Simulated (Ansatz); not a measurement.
# Phonons of HfB2 (P6/mmm) against volume

Aim: how do the optical modes of HfB2 (P6/mmm) move with volume?

Calculated with Ansatz 0.2.0; DFT PBEsol, scalar-relativistic, plane waves, PAW; PAW set soft_1.

### 1. The starting structure

It takes space group P6/mmm (No. 191, hexagonal). The conventional cell has a = 3.140 Å, b = 3.140 Å, c = 3.480 Å, α = 90.00°, β = 90.00°, γ = 120.00°. Nearest to B lie 3 B at 1.81 Å and 6 Hf at 2.51 Å. Nearest to Hf lie 12 B at 2.51 Å. Farther neighbours are not listed.

### 2. Bringing the structure to rest

Harmonic phonons are second derivatives at a point where the forces vanish, and they are wanted at zero stress, so atoms and cell are relaxed first.

Input file input.yaml:

```yaml
crystal:
  lattice:
    - [3.14, 0.0, 0.0]
    - [-1.57, 2.7193197679, 0.0]
    - [0.0, 0.0, 3.48]
  atoms:
    - { symbol: B, position: [0.33333333, 0.66666667, 0.5] }
    - { symbol: B, position: [0.66666667, 0.33333333, 0.5] }
    - { symbol: Hf, position: [0.0, 0.0, 0.0] }
kpoints:
  mp_grid: { grid: [15, 15, 12] }
hamiltonian:
  xc: pbesol
  pseudopotentials: { kind: paw, azcp: { folder: soft_1 }, xc_functional: pbe }
scf:
  occupations: { method: gaussian, width: 0.1 }
output:
  forces: true
  stress: true
  eigenvalues: true
  write_density: true
  write_potential: true
  elf: true
  volumetric_format: npy
relax:
  adjacent_minimum: "off"
  f_tol: 0.005
  max_steps: 80
  cell: { stress_tol: 0.05 }
```

Launch:

```
$ ansatz run input.yaml --threads 4 --pin off --max-ram 10240MiB --backend cpu --events-out ev --progress --plain --runs-dir out
```

Numbers of over 12 decimals in the logs are rounded to 6 here.

Log:

```text
Engine: ansatz 0.2.0, aarch64-unknown-linux-gnu
Pseudopotentials: kind: paw
Pseudopotential: B, paw, valence charge 3, recommended cutoff 420 eV (normal), soft_1/B.paw.azcp
Pseudopotential: Hf, paw, valence charge 26, recommended cutoff 420 eV (normal), soft_1/Hf.paw.azcp
Functional definition: PBEsol
  exchange = pbesol_x
  correlation = pbesol_c
Crystal: 3 atoms, lattice volume = 29.715 Å³
Basis set: ecut = 420 eV, 563 PW (Γ), exchange–correlation on 48×48×48 points (8 copies of the dense FFT grid, shifted against one another)
Bands: 20, of which v1, the nominal top of the filled ones, is band 16 counted from 1 (15 counted from 0)
Symmetry: 24 space group operations
Space group: P6/mmm (ITA 191), of the structure as read, at distance tolerance 3.1e-5 Å
k-points: 189 of 2700
Non-local potential: B, projectors of the file, l = 0: 2, l = 1: 2, l = 2: 1
Non-local potential: Hf, projectors of the file, l = 0: 3, l = 1: 2, l = 2: 2, l = 3: 3
PAW form: soft (Blöchl's): semilocal exchange-correlation on the pseudo side does not see the compensation charge
PAW frozen core: B, regenerated for the run's functional, and the local potential with it (the file was generated under x = pbe(κ = 0.804, μ = 0.219515), c = pbe(β = 0.066725))
PAW frozen core: Hf, regenerated for the run's functional, and the local potential with it (the file was generated under x = pbe(κ = 0.804, μ = 0.219515), c = pbe(β = 0.066725))
PAW one-centre angular grid: B, 110 points (default); XC on 64 Gauss nodes
PAW one-centre angular grid: Hf, 590 points (default); XC on 64 Gauss nodes
Initial density: superposition of atomic densities (chi_scale 0.1, normalization cell, long waves kept (reshape's long-wave potential 0.00 eV rms))
Initial wavefunctions: pseudopotential atomic-orbital guess
Functional: x = pbesol(κ = 0.804, μ = 0.123457), c = pbesol(β = 0.046)
SCF iter   1: F=—  HF=-15907.955221 eV  |F-HF|=—  |Δ(HF+E_count)|=         —  Δρ=6.35e-2  dr2=1.87e0  ethr=3.10e-3  ⟨swp⟩=4.5  Hψ=15063  notcnv=0
preconditioner: auto → none  [metal: Δε(μ)=0.055 eV  Ē_g=16.626 eV  σ=0.100 eV  W_gap=0.30  n_scr=8 (ndim 8)  ℏωp=37.3 eV  f_vac=0.000  D(μ)=0.27/eV (n_scr^D=0)  sad-step TF]
SCF iter   2: F=—  HF=-15907.559437 eV  |F-HF|=—  |Δ(HF+E_count)|=   3.96e-1  Δρ=3.38e-2  dr2=5.46e-1  ethr=3.10e-3  ⟨swp⟩=3.0  Hψ=8033  notcnv=0  defer=2
SCF iter   3: F=—  HF=-15907.433001 eV  |F-HF|=—  |Δ(HF+E_count)|=   1.26e-1  Δρ=1.10e-2  dr2=2.45e-2  ethr=1.71e-3  ⟨swp⟩=2.3  Hψ=7895  notcnv=0  defer=2
SCF iter   4: F=—  HF=-15907.373318 eV  |F-HF|=—  |Δ(HF+E_count)|=   5.97e-2  Δρ=2.94e-3  dr2=1.25e-3  ethr=7.65e-5  ⟨swp⟩=2.3  Hψ=8290  notcnv=0  defer=2
SCF iter   5: F=—  HF=-15907.376408 eV  |F-HF|=—  |Δ(HF+E_count)|=   3.09e-3  Δρ=8.52e-4  dr2=2.72e-4  ethr=3.90e-6  ⟨swp⟩=2.0  Hψ=6910  notcnv=0  defer=2
SCF iter   6: F=—  HF=-15907.376208 eV  |F-HF|=—  |Δ(HF+E_count)|=   2.00e-4  Δρ=1.38e-4  dr2=1.09e-5  ethr=8.51e-7  ⟨swp⟩=2.0  Hψ=6812  notcnv=0  defer=2
SCF iter   7: F=—  HF=-15907.376205 eV  |F-HF|=—  |Δ(HF+E_count)|=   3.65e-6  Δρ=2.90e-5  dr2=2.42e-7  ethr=3.41e-8  ⟨swp⟩=2.2  Hψ=5554  notcnv=0  defer=2
SCF iter   8: F=-15907.376204 eV  HF=-15907.376204 eV  |F-HF|=5.97e-10  |Δ(HF+E_count)|=   7.47e-8  Δρ=3.06e-6  dr2=1.04e-9  ethr=3.13e-10  ⟨swp⟩=9.4  Hψ=28098  notcnv=0
SCF 1 converged in 8 iterations: F = -15907.376204 eV  dr2 = 1.04e-9
  greatest PAW one-centre occupation: 0.998 electrons in one spin orbital (limit 2), on the Hf atom at site 2 (counted from 0), in its partial waves of l = 0
relax step   1: F+E_penalty+E_count = -15907.37620447 eV  Δ(F+E_penalty+E_count) = +0.000e0 eV  max|allowed force component| = 1.480e-16 eV/Å  Δτ_max = 0.0000 Å  P = -4.363 GPa  Ω = 29.715 Å³  (8 SCF iters, dr2 threshold 1.00e-7 eV, accepted)
Crystal: 3 atoms, lattice volume = 28.977 Å³
Initial density: handed on by an earlier stage of this run
Initial wavefunctions: those handed on with the density
iter 1 solved again at ethr=9.64e-6 eV; its pass at ethr=3.10e-3 eV (dr2=3.09e-3 eV) is discarded
SCF iter   1: F=—  HF=-15907.382511 eV  |F-HF|=—  |Δ(HF+E_count)|=         —  Δρ=2.59e-3  dr2=3.06e-3  ethr=9.64e-6  ⟨swp⟩=1.2  Hψ=22363  notcnv=0
preconditioner: auto → none  [metal: Δε(μ)=0.067 eV  Ē_g=17.467 eV  σ=0.100 eV  W_gap=0.36  n_scr=8 (ndim 8)  ℏωp=37.8 eV  f_vac=0.000  D(μ)=0.24/eV (n_scr^D=0)]
SCF iter   2: F=—  HF=-15907.381758 eV  |F-HF|=—  |Δ(HF+E_count)|=   7.53e-4  Δρ=1.05e-3  dr2=5.11e-4  ethr=9.57e-6  ⟨swp⟩=2.0  Hψ=6526  notcnv=0
SCF iter   3: F=—  HF=-15907.381571 eV  |F-HF|=—  |Δ(HF+E_count)|=   1.88e-4  Δρ=4.31e-4  dr2=2.04e-5  ethr=1.60e-6  ⟨swp⟩=2.0  Hψ=6380  notcnv=0
SCF iter   4: F=—  HF=-15907.381570 eV  |F-HF|=—  |Δ(HF+E_count)|=   5.66e-7  Δρ=1.38e-4  dr2=2.66e-6  ethr=6.36e-8  ⟨swp⟩=2.1  Hψ=6578  notcnv=0
SCF iter   5: F=-15907.381571 eV  HF=-15907.381571 eV  |F-HF|=3.95e-8  |Δ(HF+E_count)|=   5.38e-7  Δρ=2.35e-5  dr2=5.03e-8  ethr=9.37e-10  ⟨swp⟩=8.1  Hψ=29863  notcnv=0
SCF 2 converged in 5 iterations: F = -15907.381571 eV  dr2 = 5.03e-8
relax step   2: F+E_penalty+E_count = -15907.38157083 eV  Δ(F+E_penalty+E_count) = -5.366e-3 eV  max|allowed force component| = 1.110e-16 eV/Å  Δτ_max = 0.0000 Å  P = +1.845 GPa  Ω = 28.977 Å³  energy of the carried Pulay correction = +5.603e-4 eV  (5 SCF iters, dr2 threshold 3.00e-7 eV, accepted)
Crystal: 3 atoms, lattice volume = 29.176 Å³
iter 1 solved again at ethr=7.22e-7 eV; its pass at ethr=3.10e-3 eV (dr2=2.31e-4 eV) is discarded
SCF iter   1: F=—  HF=-15907.384230 eV  |F-HF|=—  |Δ(HF+E_count)|=         —  Δρ=1.02e-3  dr2=2.75e-4  ethr=7.22e-7  ⟨swp⟩=2.1  Hψ=21490  notcnv=0
preconditioner: auto → none  [metal: Δε(μ)=0.020 eV  Ē_g=17.489 eV  σ=0.100 eV  W_gap=0.11  n_scr=8 (ndim 8)  ℏωp=37.7 eV  f_vac=0.000  D(μ)=0.22/eV (n_scr^D=0)]
SCF iter   2: F=—  HF=-15907.384135 eV  |F-HF|=—  |Δ(HF+E_count)|=   9.50e-5  Δρ=4.26e-4  dr2=3.39e-5  ethr=7.22e-7  ⟨swp⟩=2.0  Hψ=6569  notcnv=0
SCF iter   3: F=—  HF=-15907.384128 eV  |F-HF|=—  |Δ(HF+E_count)|=   7.40e-6  Δρ=2.02e-4  dr2=6.90e-6  ethr=1.06e-7  ⟨swp⟩=2.0  Hψ=6050  notcnv=0
SCF iter   4: F=—  HF=-15907.384126 eV  |F-HF|=—  |Δ(HF+E_count)|=   1.94e-6  Δρ=6.62e-5  dr2=3.59e-7  ethr=2.16e-8  ⟨swp⟩=2.0  Hψ=6795  notcnv=0
SCF iter   5: F=-15907.384126 eV  HF=-15907.384126 eV  |F-HF|=4.40e-8  |Δ(HF+E_count)|=   4.30e-8  Δρ=1.19e-5  dr2=1.54e-8  ethr=9.37e-10  ⟨swp⟩=8.9  Hψ=26714  notcnv=0
SCF 3 converged in 5 iterations: F = -15907.384126 eV  dr2 = 1.54e-8
relax step   3: F+E_penalty+E_count = -15907.38412600 eV  Δ(F+E_penalty+E_count) = -2.555e-3 eV  max|allowed force component| = 2.837e-16 eV/Å  Δτ_max = 0.0000 Å  P = +0.229 GPa  Ω = 29.176 Å³  energy of the carried Pulay correction = +4.218e-4 eV  (5 SCF iters, dr2 threshold 3.00e-7 eV, accepted)
[...]
relax step   4: F+E_penalty+E_count = -15907.38423615 eV  Δ(F+E_penalty+E_count) = -1.101e-4 eV  max|allowed force component| = 2.529e-16 eV/Å  Δτ_max = 0.0000 Å  P = -0.020 GPa  Ω = 29.199 Å³  energy of the carried Pulay correction = +3.991e-4 eV  (4 SCF iters, dr2 threshold 3.00e-7 eV, accepted)
Initial wavefunctions: pseudopotential atomic-orbital guess (no wavefunctions were taken with the density)
iter 1 solved again at ethr=3.04e-9 eV; its pass at ethr=3.10e-3 eV (dr2=9.74e-7 eV) is discarded
SCF iter   1: F=—  HF=-15907.383872 eV  |F-HF|=—  |Δ(HF+E_count)|=         —  Δρ=4.02e-5  dr2=1.57e-7  ethr=3.04e-9  ⟨swp⟩=3.9  Hψ=28172  notcnv=0
preconditioner: auto → none  [metal: Δε(μ)=0.027 eV  Ē_g=17.478 eV  σ=0.100 eV  W_gap=0.15  n_scr=8 (ndim 8)  ℏωp=37.6 eV  f_vac=0.000  D(μ)=0.23/eV (n_scr^D=0)]
SCF iter   2: F=—  HF=-15907.383866 eV  |F-HF|=—  |Δ(HF+E_count)|=   5.61e-6  Δρ=2.54e-5  dr2=9.66e-8  ethr=4.91e-10  ⟨swp⟩=2.0  Hψ=6815  notcnv=0
SCF iter   3: F=—  HF=-15907.383866 eV  |F-HF|=—  |Δ(HF+E_count)|=   1.19e-8  Δρ=1.09e-5  dr2=1.13e-8  ethr=3.02e-10  ⟨swp⟩=2.0  Hψ=6785  notcnv=0
SCF iter   4: F=—  HF=-15907.383866 eV  |F-HF|=—  |Δ(HF+E_count)|=   1.00e-9  Δρ=2.87e-6  dr2=3.81e-10  ethr=3.52e-11  ⟨swp⟩=2.0  Hψ=6046  notcnv=0
SCF iter   5: F=—  HF=-15907.383866 eV  |F-HF|=—  |Δ(HF+E_count)|=  3.82e-10  Δρ=7.96e-7  dr2=3.14e-11  ethr=1.19e-12  ⟨swp⟩=2.0  Hψ=6739  notcnv=0
SCF iter   6: F=-15907.383866 eV  HF=-15907.383866 eV  |F-HF|=0.00e0  |Δ(HF+E_count)|=  3.64e-11  Δρ=4.66e-8  dr2=2.20e-13  ethr=1.00e-12  ⟨swp⟩=5.3  Hψ=16796  notcnv=0
SCF 5 converged in 6 iterations: F = -15907.383866 eV  dr2 = 2.20e-13
relax step   5: F+E_penalty+E_count = -15907.38386589 eV  Δ(F+E_penalty+E_count) = +3.703e-4 eV  max|allowed force component| = 2.714e-16 eV/Å  Δτ_max = 0.0000 Å  P = -0.038 GPa  Ω = 29.199 Å³  stress off target by 4.04e-2 GPa  SCF on the basis re-selected at this cell (its energy is not comparable with the rows above)  (6 SCF iters)
basis re-selected at this cell: Δ(F+E_penalty+E_count) = +3.703e-4 eV, ΔP = -0.017 GPa vs the last step (what re-selecting the basis moved, of the pressure what is left beyond the Pulay correction that the steps carried, after the strain that the cell walked since its last selection, with what the two solves' SCF thresholds leave and, on support functions, any second-order correction that the steps lacked; it is no m [...]
SCF converged after 6 iterations
Free energy (F): -15907.383866 eV
Harris-Foulkes:  -15907.383866 eV  (|F-HF|=0.00e0)
Internal energy: -15907.382727 eV  (E = F + TS)
E sigma→0 (E₀):  -15907.383296 eV
Entropy (-TS):   -0.001139 eV (-0.380 meV/atom)
Fermi energy:    19.425952 eV
--- Per-component energies (eV) ---
  E_band       = 95.094377
  E_kinetic    = 512.771602
  E_local      = -6475.195582  (includes V_loc(G=0)·N_el)
  E_nonlocal   = 82.034547
  E_hartree    = 3190.384659
  E_xc         = -332.856942
  E_vxc        = -335.780276  (∫ρ·V_xc dr)
  E_paw        = -7727.532102  (= ΣΔE_a)
  E_vpaw       = -69.505337  (= ΣTr[D̂ρ^β])
  E_aug_tail   = 0.000119  (compensation charges beyond the density's cutoff)
  E_ewald      = -5158.269506
  E_core_change = 1.280478  (= ΣΔE_core)
  E_smearing   = -0.001139  (= −TS)
  E_closure    = 0.000000  (closes the sum)
  Σ components = -15907.383866   (vs F -15907.383866, Δ=0.00e0)
--- Forces (eV/Å), atoms counted from 1 ---
  atom   1  B     -0.00000000    -0.00000000    -0.00000000
  atom   2  B     -0.00000000     0.00000000     0.00000000
  atom   3  Hf     0.00000000    -0.00000000     0.00000000
  max |Σ_I F_I| component: 7.40e-17 eV/Å
--- Stress (GPa, compression-positive) ---
       -0.040356       0.000000      -0.000000
        0.000000      -0.040356      -0.000000
       -0.000000      -0.000000      -0.032215
  P = ⅓ Tr σ = -0.0376 GPa (-0.376 kbar)
--- Band table (eV; the first three rows and the last of 189) ---
  k-point 0: bands = [... 12 lower, 16.3301, 16.4202, 16.4202, 16.7486, 23.4460, 23.4460, 24.1726, 24.1726]
  k-point 1: bands = [... 12 lower, 15.4557, 16.4941, 16.4941, 17.5833, 22.5924, 22.5924, 23.9232, 23.9232]
  k-point 2: bands = [... 12 lower, 14.3668, 16.7126, 16.7126, 18.5793, 21.5681, 21.5681, 23.2695, 23.2695]
  k-point 188: bands = [... 12 lower, 10.2513, 13.9062, 16.2198, 16.2198, 23.9806, 24.8635, 26.5039, 26.5039]
--- Relaxed structure (4 steps of the walk, 4 accepted, 1 SCFs on fresh bases) ---
  F+E_penalty+E_count = -15907.38386589 eV   max|allowed force component| = 2.714e-16 eV/Å   (the final SCF, on the basis selected at the relaxed cell)
  cell:  # Å, volume = 29.1987 Å³
    - [3.127391, 0.0, 0.0]
    - [-1.563696, 2.708400, 0.0]
    - [0.0, 0.0, 3.447218]
  atoms:
    - { symbol: B, position: [0.333333, 0.666667, 0.5] }
    - { symbol: B, position: [0.666667, 0.333333, 0.5] }
    - { symbol: Hf, position: [0, 0, 0.0] }
```

The job ended after 9.9 s (4 threads of Arm Neoverse V1, shared host; peak memory 0.46 GiB).

The steps of the relaxation:

| step | energy less that of the first step (eV) | largest force component (eV/Å) | pressure (GPa) | volume (Å³) |
| --- | --- | --- | --- | --- |
| 1 | 0.0000 | 0.0000 | -4.36 | 29.71 |
| 2 | -0.0054 | 0.0000 | 1.85 | 28.98 |
| 3 | -0.0079 | 0.0000 | 0.23 | 29.18 |
| 4 | -0.0080 | 0.0000 | -0.02 | 29.20 |
| 5* | -0.0077 | 0.0000 | -0.04 | 29.20 |

Relaxation steps marked * repeat the geometry before them on a plane-wave basis chosen anew for their cell, so energy and pressure can jump there.

The run keeps the 24 symmetry operations that it works with, so distortions that break them were not tested.

| conventional cell, symmetrised | before | after | change |
| --- | --- | --- | --- |
| a (Å) | 3.140 | 3.127 | -0.4 % |
| b (Å) | 3.140 | 3.127 | -0.4 % |
| c (Å) | 3.480 | 3.447 | -0.9 % |
| volume (Å³/atom) | 9.90 | 9.73 | -1.7 % |

Final coordinates:

```xyz
3
Lattice="3.1274 0.0000 0.0000 -1.5637 2.7084 0.0000 0.0000 0.0000 3.4472" Properties=species:S:1:pos:R:3 pbc="T T T"
B     0.0000    1.8056    1.7236
B     1.5637    0.9028    1.7236
Hf    0.0000    0.0000    0.0000
```

This step gave:

```
pressure          : -0.03764 GPa
volume per atom   : 9.733 Å³
gap on the k-mesh : 0 eV
```

Electrostatic potential energy in the ab plane at fractional z = 0.500, with atoms of B within 0.2 Å of it. With pseudopotentials it is smooth inside the atoms' cores, unlike the true potential.

Ten even steps from '_' (-24 eV) to '@' (19 eV):
```
@@@@@@@@@@%%%%####%%%%@@@@@@@@@@
@@@@@@@@%%**==--==**%%@@@@@@@@@@
@@@@@@%%++::____::++%%@@@@@@@@@@
@@@@%%++..______..++%%@@@@@@@@@@
@@%%**::________::**%%@@@@@@@@@@
%%%%==__________==%%%%%%%%%%%%%%
%%##--________--##%%%%**++++**%%
%%##==::..::==##%%##==::..::==##
%%%%**++++**%%%%##--________--##
%%%%%%%%%%%%%%%%==__________==%%
@@@@@@@@@@@@%%**::________::**%%
@@@@@@@@@@@@%%++..______..++%%@@
@@@@@@@@@@@@%%++::____::++%%@@@@
@@@@@@@@@@@@%%**==--==**%%@@@@@@
@@@@@@@@@@@@%%%%####%%%%@@@@@@@@
@@@@@@@@@@@@%%%%%%%%%%@@@@@@@@@@
```
Columns run along a (3.1 Å; values clipped at the 3rd and 97th percentile), rows up along b (3.1 Å). Atoms in or near the plane, at fractional coordinates: B at (0.33, 0.67), B at (0.67, 0.33).

Valence density in the ab plane at fractional z = 0.500, with atoms of B within 0.2 Å of it. It is the smooth field of the valence electrons, not physical close to the nuclei.

Ten even steps from '_' (0.17 e/Å³) to '@' (0.80 e/Å³):
```
____..::--++##@@@@##++--::..____
__....--++##@@@@@@##++--....____
..::--++##%%@@@@%%##++--::......
::--++##%%##++##%%##++--::::..::
==++##%%##----##%%##++==--------
**##@@@@++--++@@@@##**++++++++++
%%@@@@@@####@@@@@@%%############
@@@@@@%%%%%%@@@@@@@@@@%%%%%%@@@@
%%############%%@@@@@@####@@@@@@
**++++++++++**##@@@@++--++@@@@##
==--------==++##%%##----##%%##++
::::..::::--++##%%##++##%%##++--
........::--++##%%@@@@%%##++--::
______....--++##@@@@@@##++--....
______..::--++##@@@@##++--::..__
______..::==**%%@@%%**==::..____
```
Columns run along a (3.1 Å), rows up along b (3.1 Å). Atoms in or near the plane, at fractional coordinates: B at (0.33, 0.67), B at (0.67, 0.33).

ELF in the ab plane at fractional z = 0.500, with atoms of B within 0.2 Å of it. It is the smooth field of the valence electrons, not physical close to the nuclei.

Ten even steps from '_' (0.00) to '@' (0.86):
```
::::--++**%%@@@@@@@@%%**++--::::
----==**##############**==----::
==++****++==----==++****++==----
****##++::______::++##****++==++
##%%##==________==##%%##********
@@@@##--______--##@@@@%%##**##%%
@@@@##--____--##@@@@@@##++++##@@
@@@@##==::==##@@@@@@##==::==##@@
@@@@##++++##@@@@@@##--____--##@@
@@%%##**##%%@@@@##--______--##@@
##********##%%##==________==##%%
**++==++****##++::______::++##**
==----==++****++==----==++****++
--::----==**##############**==--
::::::--++**%%@@@@@@@@%%**++--::
::::--==**##@@@@@@@@@@##**==--::
```
Columns run along a (3.1 Å), rows up along b (3.1 Å). Atoms in or near the plane, at fractional coordinates: B at (0.33, 0.67), B at (0.67, 0.33).

In this step the volume went from 9.90 to 9.73 Å³/atom.

### 3. Tight relaxation

Phonons need small forces and stress, so the relaxation is finished with tight tolerances on 15×15×12 k points.

input.yaml, the sections that differ from step 2:

```yaml
crystal:
  lattice:
    - [3.1273910949, 0.0, 0.0]
    - [-1.5636955474, 2.7084001357, 0.0]
    - [0.0, 0.0, 3.4472179595]
  atoms:
    - { symbol: B, position: [0.3333333333, 0.6666666667, 0.5] }
    - { symbol: B, position: [0.6666666667, 0.3333333333, 0.5] }
    - { symbol: Hf, position: [0.0, 0.0, 0.0] }
scf:
  occupations: { method: methfessel_paxton, width: 0.2 }
output:
  forces: true
  stress: true
  eigenvalues: true
relax:
  adjacent_minimum: "off"
  f_tol: 0.001
  max_steps: 60
  cell: { stress_tol: 0.01 }
# kpoints, hamiltonian: as in step 2
```

Log:

```text
[...]
Crystal: 3 atoms, lattice volume = 29.199 Å³
Basis set: ecut = 420 eV, 563 PW (Γ), exchange–correlation on 48×48×48 points (8 copies of the dense FFT grid, shifted against one another)
Bands: 20, of which v1, the nominal top of the filled ones, is band 16 counted from 1 (15 counted from 0)
Symmetry: 24 space group operations
[...]
k-points: 189 of 2700
[...]
k-point 188: bands = [... 12 lower, 10.2539, 13.9088, 16.2229, 16.2229, 23.9838, 24.8681, 26.5083, 26.5083]
--- Relaxed structure (3 steps of the walk, 3 accepted, 1 SCFs on fresh bases) ---
[...]
cell:  # Å, volume = 29.1942 Å³
    - [3.127156, -2.886527078198863e-11, 0]
    - [-1.563578, 2.708197, 0]
    - [0, 0, 3.447199]
  atoms:
    - { symbol: B, position: [0.333333, 0.666667, 0.5] }
    - { symbol: B, position: [0.666667, 0.333333, 0.5] }
    - { symbol: Hf, position: [0, 0, 0] }
[key lines of the parts left out:]
SCF converged after 4 iterations
Free energy (F): -15907.383233 eV
Fermi energy:    19.422278 eV
P = ⅓ Tr σ = -0.0006 GPa (-0.006 kbar)
```

It took 6.7 s on 4 threads; peak memory 0.45 GiB.

Little changed from the start: no atom moved by 0.005 Å and no cell edge by 0.1 %.

Numbers from this step:

```yaml
pressure: -5.66e-4 GPa
volume_per_atom: 9.731 Å³
```

The forces vanish by symmetry and the pressure is -0.001 GPa, within the tolerances set. The cell now holds 9.73 Å³/atom.

[end of part 1 of 2]

[Logs are printed without paths, hosts, clocks, repeated set-up lines and the standing remarks that a program may print on its own settings, such as how far it seeks lower states.]

[Hosts, paths, dates, database ids (printed as entryN), source tags and the programs' standing remarks are cut or masked in the printed files.]
